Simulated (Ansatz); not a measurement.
# Phonons of InP (F-43m) against volume, part 2 of 3

Wanted: Grüneisen parameters and pressure coefficients of the modes of InP (F-43m).

Ansatz 0.2.0; DFT LDA, scalar-relativistic, plane waves, PAW; PAW set soft_1.

So far. Step 3 (Tight relaxation): The forces vanish by symmetry and the pressure is 0.000 GPa, within the tolerances set. The cell now holds 24.73 Å³/atom.

The database entry behind the starting cell differs from later determinations by our own check (0.1 to 0.3 % short, probably kX units), so it need not match the best structure at ambient conditions.

In doubt: the program warns that the response may not be converged on this k-mesh (steps 4, 6), which bears on the force constants and all frequencies.

### Step 4. Modes at rest

The modes at rest are the reference of the series, and the response to a field gives the dielectric tensor and the Born charges.

Input file input.yaml:

```yaml
crystal:
  lattice:
    - [0.0, 2.9134905987, 2.9134905987]
    - [2.9134905987, 0.0, 2.9134905987]
    - [2.9134905987, 2.9134905987, 0.0]
  atoms:
    - { symbol: P, position: [0.75, 0.75, 0.75] }
    - { symbol: In, position: [0.0, 0.0, 0.0] }
kpoints:
  mp_grid: { grid: [20, 20, 20] }
hamiltonian:
  xc: lda
  pseudopotentials: { kind: paw, azcp: { folder: soft_1 }, xc_functional: pbe }
scf:
  occupations: { method: fixed }
output:
  eigenvalues: true
phonons:
  method: dfpt
  dielectric: true
  rigid_motions: translations
  raman: true
```

Command:

```
ansatz run input.yaml --threads 4 --pin off --max-ram 10240MiB --backend cpu --events-out ev --progress --plain --runs-dir out
```

Numbers of over 12 decimals in the logs are rounded to 6 here.

The program printed:

```text
[...]
Crystal: 2 atoms, lattice volume = 49.462 Å³
Basis set: ecut = 420 eV, 941 PW (Γ), exchange–correlation on 60×60×60 points (8 copies of the dense FFT grid, shifted against one another)
Bands: 13, of which v1, the nominal top of the filled ones, is band 9 counted from 1 (8 counted from 0)
Symmetry: 24 space group operations
k-points: 1166 of 8000 (irreducible under 4 space group operations, time reversal used)
[...]
SCF iter   1: F=—  HF=-6183.863573 eV  |F-HF|=—  |Δ(HF+E_count)|=         —  Δρ=3.30e-2  dr2=7.93e-1  ethr=3.10e-3  ⟨swp⟩=5.0  Hψ=80860  notcnv=0  defer=2208
[...]
SCF iter   8: F=-6183.604890 eV  HF=-6183.604890 eV  |F-HF|=1.18e-11  |Δ(HF+E_count)|=  6.38e-10  Δρ=1.32e-7  dr2=1.27e-11  ethr=1.00e-12  ⟨swp⟩=10.6  Hψ=114927  notcnv=0
SCF 1 converged in 8 iterations: F = -6183.604890 eV  dr2 = 1.27e-11
[...]
NSCF: frozen V_eff on 1 k-points
DFPT response loops at Γ: preconditioner auto → none (the input reference at scf.mixing.eps_inf says where Resta's filter doesn't serve); β = 0.50; Broyden in place of MSR1
── the response to a field inside a basis, on 22×22×22 k-points: an SCF that follows is theirs, and a resumed run solves both again ──
Bands: 10, of which v1, the nominal top of the filled ones, is band 9 counted from 1 (8 counted from 0)
k-points: 1012
[...]
Eigensolver: Dense (1012 Hₖ)
SCF iter   1: F=—  HF=-6183.602693 eV  |F-HF|=—  |Δ(HF+E_count)|=         —  Δρ=6.43e-5  dr2=3.59e-7  ethr=1.00e-1
[...]
SCF iter   5: F=-6183.602693 eV  HF=-6183.602693 eV  |F-HF|=9.09e-13  |Δ(HF+E_count)|=  9.82e-11  Δρ=2.04e-7  dr2=9.61e-12  ethr=1.75e-12
SCF 1 converged in 5 iterations: F = -6183.602693 eV  dr2 = 9.61e-12
[...]
WARN: field response: ε∞ stands inside a basis, on 22×22×22 points; the force constants stand on the 20×20×20 k-mesh, whose period is 11.28 times the interband length at k = (0.0000, 0.0000, 0.0000), direct gap 0.575 eV, under 14: take them and everything formed from them as unconverged, and compare with a denser kpoints.mp_grid
SCF converged after 8 iterations
Free energy (F): -6183.604890 eV
[...]
Internal energy: -6183.604890 eV  (E = F + TS)
E sigma→0 (E₀):  -6183.604890 eV
Fermi energy:    6.998180 eV
[...]
--- Band table (eV; the first three rows and the last of 1166) ---
  k-point 0: bands = [... 5 lower, -4.6804, 6.9982, 6.9982, 6.9982, 7.5732, 10.9565, 10.9565, 10.9565]
  k-point 1: bands = [... 5 lower, -4.6504, 6.5149, 6.9632, 6.9632, 7.9614, 10.9601, 11.0086, 11.0086]
  k-point 2: bands = [... 5 lower, -4.5613, 5.7763, 6.8665, 6.8665, 8.3969, 11.0254, 11.1505, 11.1505]
  k-point 1165: bands = [... 5 lower, -2.0901, 1.1991, 3.9204, 3.9445, 11.1799, 11.3334, 12.4454, 13.0425]
--- Phonons (Γ-DFPT): 2 representative perturbations + reference, on 1166 of 8000 k-points (Σ response iterations 6) ---
  k mesh reduced under 4 symmetry operations, with k and −k counted as one. Each operation leaves every solved perturbation unchanged. A smaller set is not considered because the run solves the response to a homogeneous field
  ASR residual: 1.131e-4 → 0.000e0 eV/Å²; symmetrization residual: 3.246e-6 eV/Å²
  ASR residual per site (eV/Å²): 1.13e-4 3.92e-5
  Γ frequencies (cm⁻¹): 0.00 0.00 0.00 303.62 303.62 303.62
  ε∞ (high-frequency dielectric tensor):
       11.644589     0.000000     0.000000
        0.000000    11.644589     0.000000
        0.000000     0.000000    11.644589
  ε⁰ (static dielectric tensor: ions relaxed, cell fixed):
       14.330909     0.000000     0.000000
        0.000000    14.330909     0.000000
        0.000000     0.000000    14.330909
  ε⁰ − ε∞ (ionic part):
        2.686320    -0.000000    -0.000000
       -0.000000     2.686320     0.000000
       -0.000000     0.000000     2.686320
  softest optical mode at Γ: 303.62 cm⁻¹; the repairs (sum rule, projections) moved no ω² at Γ by more than (1.08 cm⁻¹)²
  Born effective charges Z* (e; rows j = field, columns β = displacement):
    site 0:
        -2.46414    0.00000   -0.00000
         0.00000   -2.46414   -0.00000
         0.00000   -0.00000   -2.46414
    site 1:
         2.46414   -0.00000    0.00000
        -0.00000    2.46414    0.00000
        -0.00000    0.00000    2.46414
  Z* charge neutrality: 9.353e-4 e pre-enforcement
  solved inside a basis spanned on kpoints, on 22×22×22 k-points transformed towards the longest dipole: ε∞ is read to err by 3.5e-2, Z* by 1.4e-2 e (field_mesh: kpoints solves on kpoints); Z* is corrected for what the basis lacks
  Raman tensors (in the event stream and the table raman_tensors.tsv): an entry may err by 4.6e-3 Å², one of the second-order susceptibility by 4.9e-2 pm/V (basis, points and sum rule); their sum over the sites missed zero by 6.135e-5 Å² ahead of its enforcement
  optical modes at Γ without the LO–TO term, one row a degenerate level:
      ω (cm⁻¹)  modes    IR ((D/Å)²/amu)  static Raman (Å⁴/amu)  depolarisation
        303.62      3            17.2283              1341.8197           0.750
  optical modes at Γ + LO–TO along q̂ = [1.0000, 0.0000, 0.0000]:
      ω (cm⁻¹)  modes    IR ((D/Å)²/amu)  static Raman (Å⁴/amu)  depolarisation
        303.62      2            11.4855               894.5465           0.750
        336.82      1             5.7428              1214.9932           0.750
  optical modes at Γ + LO–TO along q̂ = [0.0000, 1.0000, 0.0000]:
      ω (cm⁻¹)  modes    IR ((D/Å)²/amu)  static Raman (Å⁴/amu)  depolarisation
        303.62      2            11.4855               894.5465           0.750
        336.82      1             5.7428              1214.9932           0.750
  optical modes at Γ + LO–TO along q̂ = [0.0000, 0.0000, 1.0000]:
      ω (cm⁻¹)  modes    IR ((D/Å)²/amu)  static Raman (Å⁴/amu)  depolarisation
        303.62      2            11.4855               894.5465           0.750
        336.82      1             5.7428              1214.9932           0.750
```

Run time: 10 min. Hardware: 4 threads of Intel Xeon at 2.70GHz, shared host; peak memory 4 GiB; 35 min of CPU time.

In the SCF lines HF is the Harris–Foulkes energy and dr2 the Hartree energy of the density residual, in eV; the loop may stop once dr2 is under the threshold and the program's other checks hold. Hψ counts applications of the Hamiltonian.

Numbers from this step:

```
sum-rule residual before enforcement                    : 1.13e-4 eV/Å²
miss of the charge sum rule                             : 9.35e-4 e
estimated error of the dielectric tensor                : 0.03503
estimated error of the Born charges                     : 0.01438 e
point group                                             : -43m
highest optical mode at the zone centre (no LO-TO term) : 303.6 cm⁻¹
lowest optical zone-centre mode                         : 303.6 cm⁻¹
mean high-frequency dielectric constant                 : 11.64
largest Born charge (third of the trace)                : -2.464 e
mean static dielectric constant                         : 14.33
top of the zone-centre spectrum with the field          : 336.8 cm⁻¹
```

Without the LO-TO term. Patterns of degenerate modes are one choice out of their space. Modes at Γ, with each element's share of the kinetic energy:

```
mode  frequency (cm⁻¹)  symmetry  P %  In %
   1               0.0  acoustic   21    79
   2               0.0  acoustic   21    79
   3               0.0  acoustic   21    79
   4             303.6        T2   79    21
   5             303.6        T2   79    21
   6             303.6        T2   79    21
```

Displacements in mode 6 (303.6 cm⁻¹), the largest set to 1:
```
P1   0.00  1.00  0.00
In2  0.00 -0.27  0.00
```

Optical modes at the zone centre, without and with the macroscopic field of the longitudinal modes; each column is sorted by frequency, so a row need not hold one and the same mode. Modes with and without the field, by row:

```
rank among optical modes  no field (cm⁻¹)  q along (1, 0, 0) (cm⁻¹)
                       1            303.6                     303.6
                       2            303.6                     303.6
                       3            303.6                     336.8
```

Born charge (rows field, columns displacement) (e), principal values of the symmetric part by kind of site:

```
atom  atoms with these values    low  middle   high   mean
  P1                        1  -2.46   -2.46  -2.46  -2.46
 In2                        1   2.46    2.46   2.46   2.46
```

In full for P1:

```
-2.46  0.00  0.00
 0.00 -2.46  0.00
 0.00  0.00 -2.46
```

High-frequency dielectric tensor:

```
11.64  0.00  0.00
 0.00 11.64  0.00
 0.00  0.00 11.64
```

Static dielectric tensor (ions relaxed, fixed cell):

```
14.33  0.00  0.00
 0.00 14.33  0.00
 0.00  0.00 14.33
```

Transverse modes. Lines of the infrared spectrum (strongest = 100):

```
position (cm⁻¹)  label  relative intensity
            304     T2                 100
```

Activity x (w_L - w)^4 (n + 1)/w, 532 nm, 300 K; the tensors are static ones, while 532 nm light lies above the computed direct gap, where resonance would change the heights; modes without the macroscopic field alone. Raman lines, with heights relative to the strongest:

```
position (cm⁻¹)  label  relative intensity
            304     T2                 100
```

Before it was imposed, the acoustic sum rule was missed by 1.1e-4 eV/Å² and the charge sum rule by 9.4e-4 e. Small misses are needed for a sound result but don't prove that mesh and cutoff are converged. The lowest optical mode is real, 304 cm⁻¹.

The log warns of the k mesh: “the force constants stand on the 20×20×20 k-mesh, whose period is 11.28 times the interband length at k = (0.0000, 0.0000, 0.0000), direct gap 0.575 eV, under 14: take them and everything formed from them as unconverged”. So the frequencies of this run count as unconverged too.

### Step 5. Ground state of a member: 1.06 times the volume at rest

The cell is set to 1.06 times the volume at rest; symmetry leaves nothing else free, so this is a single point.

input.yaml, the sections that differ from step 4:

```yaml
crystal:
  lattice:
    - [0.0, 2.9706323724, 2.9706323724]
    - [2.9706323724, 0.0, 2.9706323724]
    - [2.9706323724, 2.9706323724, 0.0]
  atoms:
    - { symbol: P, position: [0.75, 0.75, 0.75] }
    - { symbol: In, position: [0.0, 0.0, 0.0] }
scf:
  occupations: { method: gaussian, width: 0.02 }
output:
  forces: true
  stress: true
  eigenvalues: true
# kpoints, hamiltonian: as in step 4
# phonons: removed
```

The program printed:

```text
[...]
Crystal: 2 atoms, lattice volume = 52.430 Å³
Basis set: ecut = 420 eV, 965 PW (Γ)
Bands: 13, of which v1, the nominal top of the filled ones, is band 9 counted from 1 (8 counted from 0)
Symmetry: 24 space group operations
[...]
k-points: 256 of 8000 (time reversal used)
[...]
SCF iter   1: F=—  HF=-6183.801455 eV  |F-HF|=—  |Δ(HF+E_count)|=         —  Δρ=3.05e-2  dr2=7.25e-1  ethr=3.10e-3  ⟨swp⟩=6.3  Hψ=23086  notcnv=0
[...]
SCF iter   7: F=-6183.569494 eV  HF=-6183.569494 eV  |F-HF|=1.86e-9  |Δ(HF+E_count)|=   2.79e-9  Δρ=1.51e-6  dr2=2.31e-9  ethr=5.56e-10  ⟨swp⟩=6.6  Hψ=16462  notcnv=0
SCF 1 converged in 7 iterations: F = -6183.569494 eV  dr2 = 2.31e-9
[...]
SCF converged after 7 iterations
Free energy (F): -6183.569494 eV
[...]
Internal energy: -6183.569494 eV  (E = F + TS)
E sigma→0 (E₀):  -6183.569494 eV
Fermi energy:    6.394695 eV
[...]
--- Stress (GPa, compression-positive) ---
       -3.615973      -0.000000      -0.000000
       -0.000000      -3.615973       0.000000
       -0.000000       0.000000      -3.615973
  P = ⅓ Tr σ = -3.6160 GPa (-36.160 kbar)
--- Band table (eV; the first three rows and the last of 256) ---
  k-point 0: bands = [... 5 lower, -5.0196, 6.2645, 6.2645, 6.2645, 6.5232, 10.2223, 10.2223, 10.2223]
  k-point 1: bands = [... 5 lower, -4.9923, 5.7118, 6.2329, 6.2329, 6.9917, 10.2189, 10.2704, 10.2704]
  k-point 2: bands = [... 5 lower, -4.9112, 5.0005, 6.1455, 6.1455, 7.4359, 10.2602, 10.4019, 10.4019]
  k-point 255: bands = [... 5 lower, -2.7073, 0.7008, 3.4278, 3.4706, 10.3638, 10.4359, 11.5608, 12.3078]
```

It took 4.4 s on 4 threads; peak memory 0.52 GiB; 16 s of CPU time.

This step gave:

```yaml
pressure: -3.616 GPa
gap_on_the_k_mesh: 0.2587 eV
volume_per_atom: 26.21 Å³
```

The forces vanish by symmetry, at a pressure of -3.62 GPa.

### Step 6. Zone-centre modes of the member: 1.06 times the volume at rest

The zone-centre modes follow for 1.06 times the volume at rest, with the response to a field.

Changes to input.yaml since step 5:

```diff
@@ -14,6 +14,8 @@
 scf:
-  occupations: { method: gaussian, width: 0.02 }
+  occupations: { method: fixed }
 output:
-  forces: true
-  stress: true
   eigenvalues: true
+phonons:
+  method: dfpt
+  dielectric: true
+  rigid_motions: translations
```

The program printed:

```text
[...]
Crystal: 2 atoms, lattice volume = 52.430 Å³
Basis set: ecut = 420 eV, 965 PW (Γ), exchange–correlation on 60×60×60 points (8 copies of the dense FFT grid, shifted against one another)
Bands: 13, of which v1, the nominal top of the filled ones, is band 9 counted from 1 (8 counted from 0)
Symmetry: 24 space group operations
k-points: 1166 of 8000 (irreducible under 4 space group operations, time reversal used)
[...]
SCF iter   1: F=—  HF=-6183.801710 eV  |F-HF|=—  |Δ(HF+E_count)|=         —  Δρ=3.05e-2  dr2=7.27e-1  ethr=3.10e-3  ⟨swp⟩=5.1  Hψ=81226  notcnv=0  defer=2206
[...]
SCF iter   8: F=-6183.569494 eV  HF=-6183.569494 eV  |F-HF|=9.09e-13  |Δ(HF+E_count)|=  7.50e-10  Δρ=1.47e-7  dr2=7.51e-12  ethr=1.00e-12  ⟨swp⟩=10.5  Hψ=111524  notcnv=0
SCF 1 converged in 8 iterations: F = -6183.569494 eV  dr2 = 7.51e-12
[...]
Bands: 10, of which v1, the nominal top of the filled ones, is band 9 counted from 1 (8 counted from 0)
k-points: 1012
[...]
Eigensolver: Dense (1012 Hₖ)
SCF iter   1: F=—  HF=-6183.567608 eV  |F-HF|=—  |Δ(HF+E_count)|=         —  Δρ=6.37e-5  dr2=3.72e-7  ethr=1.00e-1
[...]
SCF iter   3: F=-6183.567608 eV  HF=-6183.567608 eV  |F-HF|=7.03e-9  |Δ(HF+E_count)|=   3.95e-8  Δρ=4.55e-6  dr2=6.35e-9  ethr=5.76e-10
SCF 1 converged in 3 iterations: F = -6183.567608 eV  dr2 = 6.35e-9
[...]
SCF converged after 8 iterations
Free energy (F): -6183.569494 eV
[...]
Internal energy: -6183.569494 eV  (E = F + TS)
E sigma→0 (E₀):  -6183.569494 eV
Fermi energy:    6.264525 eV
[...]
--- Band table (eV; the first three rows and the last of 1166) ---
  k-point 0: bands = [... 5 lower, -5.0196, 6.2645, 6.2645, 6.2645, 6.5232, 10.2223, 10.2223, 10.2223]
  k-point 1: bands = [... 5 lower, -4.9923, 5.7119, 6.2330, 6.2330, 6.9917, 10.2189, 10.2704, 10.2704]
  k-point 2: bands = [... 5 lower, -4.9112, 5.0005, 6.1455, 6.1455, 7.4359, 10.2602, 10.4019, 10.4019]
  k-point 1165: bands = [... 5 lower, -2.7073, 0.7008, 3.4278, 3.4706, 10.3638, 10.4359, 11.5608, 12.3078]
[...]
ASR residual: 5.542e-5 → 0.000e0 eV/Å²; symmetrization residual: 2.137e-6 eV/Å²
  ASR residual per site (eV/Å²): 3.00e-5 5.54e-5
  Γ frequencies (cm⁻¹): 0.00 0.00 0.00 280.98 280.98 280.98
  ε∞ (high-frequency dielectric tensor):
       13.249806     0.000000    -0.000000
        0.000000    13.249806     0.000000
       -0.000000     0.000000    13.249806
  ε⁰ (static dielectric tensor: ions relaxed, cell fixed):
       16.432799     0.000000    -0.000000
        0.000000    16.432799     0.000000
       -0.000000     0.000000    16.432799
  ε⁰ − ε∞ (ionic part):
        3.182993    -0.000000     0.000000
       -0.000000     3.182993     0.000000
        0.000000     0.000000     3.182993
[...]
Born effective charges Z* (e; rows j = field, columns β = displacement):
    site 0:
        -2.55565    0.00000   -0.00000
         0.00000   -2.55565   -0.00000
         0.00000   -0.00000   -2.55565
    site 1:
         2.55565   -0.00000    0.00000
        -0.00000    2.55565    0.00000
        -0.00000    0.00000    2.55565
  Z* charge neutrality: 6.245e-4 e pre-enforcement
[...]
optical modes at Γ without the LO–TO term, one row a degenerate level:
      ω (cm⁻¹)  modes    IR ((D/Å)²/amu)
        280.98      3            18.5318
  optical modes at Γ + LO–TO along q̂ = [1.0000, 0.0000, 0.0000]:
      ω (cm⁻¹)  modes    IR ((D/Å)²/amu)
        280.98      2            12.3545
        312.91      1             6.1773
  optical modes at Γ + LO–TO along q̂ = [0.0000, 1.0000, 0.0000]:
      ω (cm⁻¹)  modes    IR ((D/Å)²/amu)
        280.98      2            12.3545
        312.91      1             6.1773
  optical modes at Γ + LO–TO along q̂ = [0.0000, 0.0000, 1.0000]:
      ω (cm⁻¹)  modes    IR ((D/Å)²/amu)
        280.98      2            12.3545
        312.91      1             6.1773
```

It took 2.4 min on 4 threads; peak memory 2.9 GiB.

Numbers from this step:

```
sum-rule residual before enforcement                    : 5.54e-5 eV/Å²
miss of the charge sum rule                             : 6.25e-4 e
estimated error of the dielectric tensor                : 0.03986
estimated error of the Born charges                     : 0.01418 e
highest optical mode at the zone centre (no LO-TO term) : 281.0 cm⁻¹
lowest optical zone-centre mode                         : 281.0 cm⁻¹
mean high-frequency dielectric constant                 : 13.25
largest Born charge (third of the trace)                : -2.556 e
mean static dielectric constant                         : 16.43
top of the zone-centre spectrum with the field          : 312.9 cm⁻¹
```

Without the LO-TO term. Patterns of degenerate modes are one choice out of their space. The modes at Γ (shares of kinetic energy by element, %):

```
mode  frequency (cm⁻¹)  symmetry  P %  In %
   1               0.0  acoustic   21    79
   2               0.0  acoustic   21    79
   3               0.0  acoustic   21    79
   4             281.0        T2   79    21
   5             281.0        T2   79    21
   6             281.0        T2   79    21
```

Transverse modes. Infrared lines, with heights relative to the strongest:

```
position (cm⁻¹)  label  relative intensity
            281     T2                 100
```

The optical mode without the LO-TO term lies at 281.0 cm⁻¹.

The log warns of the k mesh: “the force constants stand on the 20×20×20 k-mesh, whose period is 9.37 times the interband length at k = (0.0000, 0.0000, 0.0000), direct gap 0.259 eV, under 14: take them and everything formed from them as unconverged”. So the frequencies of this run count as unconverged too.

### Step 7. Ground state of a member: 0.9 times the volume at rest

The cell is set to 0.9 times the volume at rest; symmetry leaves nothing else free, so this is a single point.

input.yaml, the sections that differ from step 6:

```yaml
crystal:
  lattice:
    - [0.0, 2.8129442452, 2.8129442452]
    - [2.8129442452, 0.0, 2.8129442452]
    - [2.8129442452, 2.8129442452, 0.0]
  atoms:
    - { symbol: P, position: [0.75, 0.75, 0.75] }
    - { symbol: In, position: [0.0, 0.0, 0.0] }
scf:
  occupations: { method: gaussian, width: 0.02 }
output:
  forces: true
  stress: true
  eigenvalues: true
# kpoints, hamiltonian: as in step 6
# phonons: removed
```

The program printed:

```text
[...]
Crystal: 2 atoms, lattice volume = 44.516 Å³
Basis set: ecut = 420 eV, 893 PW (Γ)
Bands: 13, of which v1, the nominal top of the filled ones, is band 9 counted from 1 (8 counted from 0)
Symmetry: 24 space group operations
[...]
k-points: 256 of 8000 (time reversal used)
[...]
--- Band table (eV; the first three rows and the last of 256) ---
  k-point 0: bands = [... 5 lower, -4.0233, 8.4571, 8.4571, 8.4571, 9.5936, 12.3787, 12.3788, 12.3788]
  k-point 1: bands = [... 5 lower, -3.9876, 8.0397, 8.4147, 8.4147, 9.8919, 12.3991, 12.4391, 12.4391]
  k-point 2: bands = [... 5 lower, -3.8819, 7.2650, 8.2984, 8.2984, 10.2835, 12.5214, 12.6021, 12.6021]
  k-point 255: bands = [... 5 lower, -0.8684, 2.1778, 4.8738, 4.8963, 12.6331, 13.1959, 14.1410, 14.4775]
[key lines of the parts left out:]
SCF converged after 7 iterations
Free energy (F): -6183.471301 eV
Fermi energy:    9.025514 eV
P = ⅓ Tr σ = 9.5429 GPa (95.429 kbar)
```

Run time: 4.2 s. Hardware: 4 threads; peak memory 0.49 GiB; 15 s of CPU time.

Numbers from this step:

```
pressure          : 9.543 GPa
gap on the k-mesh : 1.136 eV
volume per atom   : 22.26 Å³
```

The forces vanish by symmetry, at a pressure of 9.54 GPa.

(Continued in part 3 of 3.)

[Logs are printed without paths, hosts, clocks, repeated set-up lines and the standing remarks that a program may print on its own settings, such as how far it seeks lower states.]

[Hosts, paths, dates, database ids (printed as entryN), source tags and the programs' standing remarks are cut or masked in the printed files.]
